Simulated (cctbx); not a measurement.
# What resolution and counting buy: Eu2Si5Sn3

Space group Ibam (no. 72), a = 10.4690 Å, b = 12.2070 Å, c = 6.2350 Å, α = 90.00°, β = 90.00°, γ = 90.00°.

| atom | mult. | x | y | z | Ueq (Å²) |
| --- | --- | --- | --- | --- | --- |
| Eu1 | 8 | 0.2327 | 0.8730 | 1/2 | 0.0274 |
| Sn1 | 8 | 0.3895 | 0.6309 | 1/2 | 0.0229 |
| Sn2 | 4 | 1/2 | 0 | 1/4 | 0.0163 |
| Si1 | 8 | 0.6431 | 0.1117 | 0 | 0.0207 |
| Si2 | 8 | 1/2 | 0.7678 | 3/4 | 0.0158 |
| Si3 | 4 | 0 | 0 | 1/4 | 0.0317 |

This is a model crystal, built by substitution and not relaxed, with assumed displacement parameters.

Five simulated data sets (cctbx; Mo Kα, λ = 0.71073 Å; 2 % proportional error) differ in resolution or exposure (noise floor 2 counts in the first three, 8 in the last two). Each is refined with the right model, isotropic at 1.1 Å and anisotropic otherwise. How do the figures of merit and the uncertainties move?

| d min (Å) | top counts | ⟨I/σ⟩ (unmerged, absences included) | unique | param. (scale apart) | Rint | R1 | GooF | largest s.u. xyz (fractional) | s.u. U of Si1 (Å²) | largest error (Å) |
| --- | --- | --- | --- | --- | --- | --- | --- | --- | --- | --- |
| 1.1 | 20000 | 7.8 | 181 | 13 | 0.023 | 0.0148 | 1.99 | 0.00040 | 0.0010 | 0.0040 |
| 0.84 | 20000 | 6.4 | 393 | 29 | 0.026 | 0.0094 | 0.93 | 0.00013 | 0.0006 | 0.0020 |
| 0.6 | 20000 | 4.3 | 1047 | 29 | 0.036 | 0.0149 | 0.96 | 0.00010 | 0.0004 | 0.0005 |
| 0.75 | 300 | 0.3 | 548 | 29 | 0.558 | 0.0943 | 0.91 | 0.00462 | 0.0164 | 0.1099 |
| 0.75 | 3000 | 1.8 | 548 | 29 | 0.110 | 0.0329 | 0.91 | 0.00046 | 0.0024 | 0.0087 |

GooF reaches 1.99 where the model lacks something that the data hold (anisotropy at the isotropic level, for one). The s.u. of U for Si1 goes 0.0010, 0.0006, 0.0004 Å² with resolution and 0.0164, 0.0024 Å² with exposure.

The 1.1 Å row also differs in its displacement model, so it isn't a clean test of resolution.

Hardware for the 0.6 Å refinement: 0.51 s on 1 thread of Arm Neoverse V2, with other jobs on the host, peak memory 0.09 GiB.
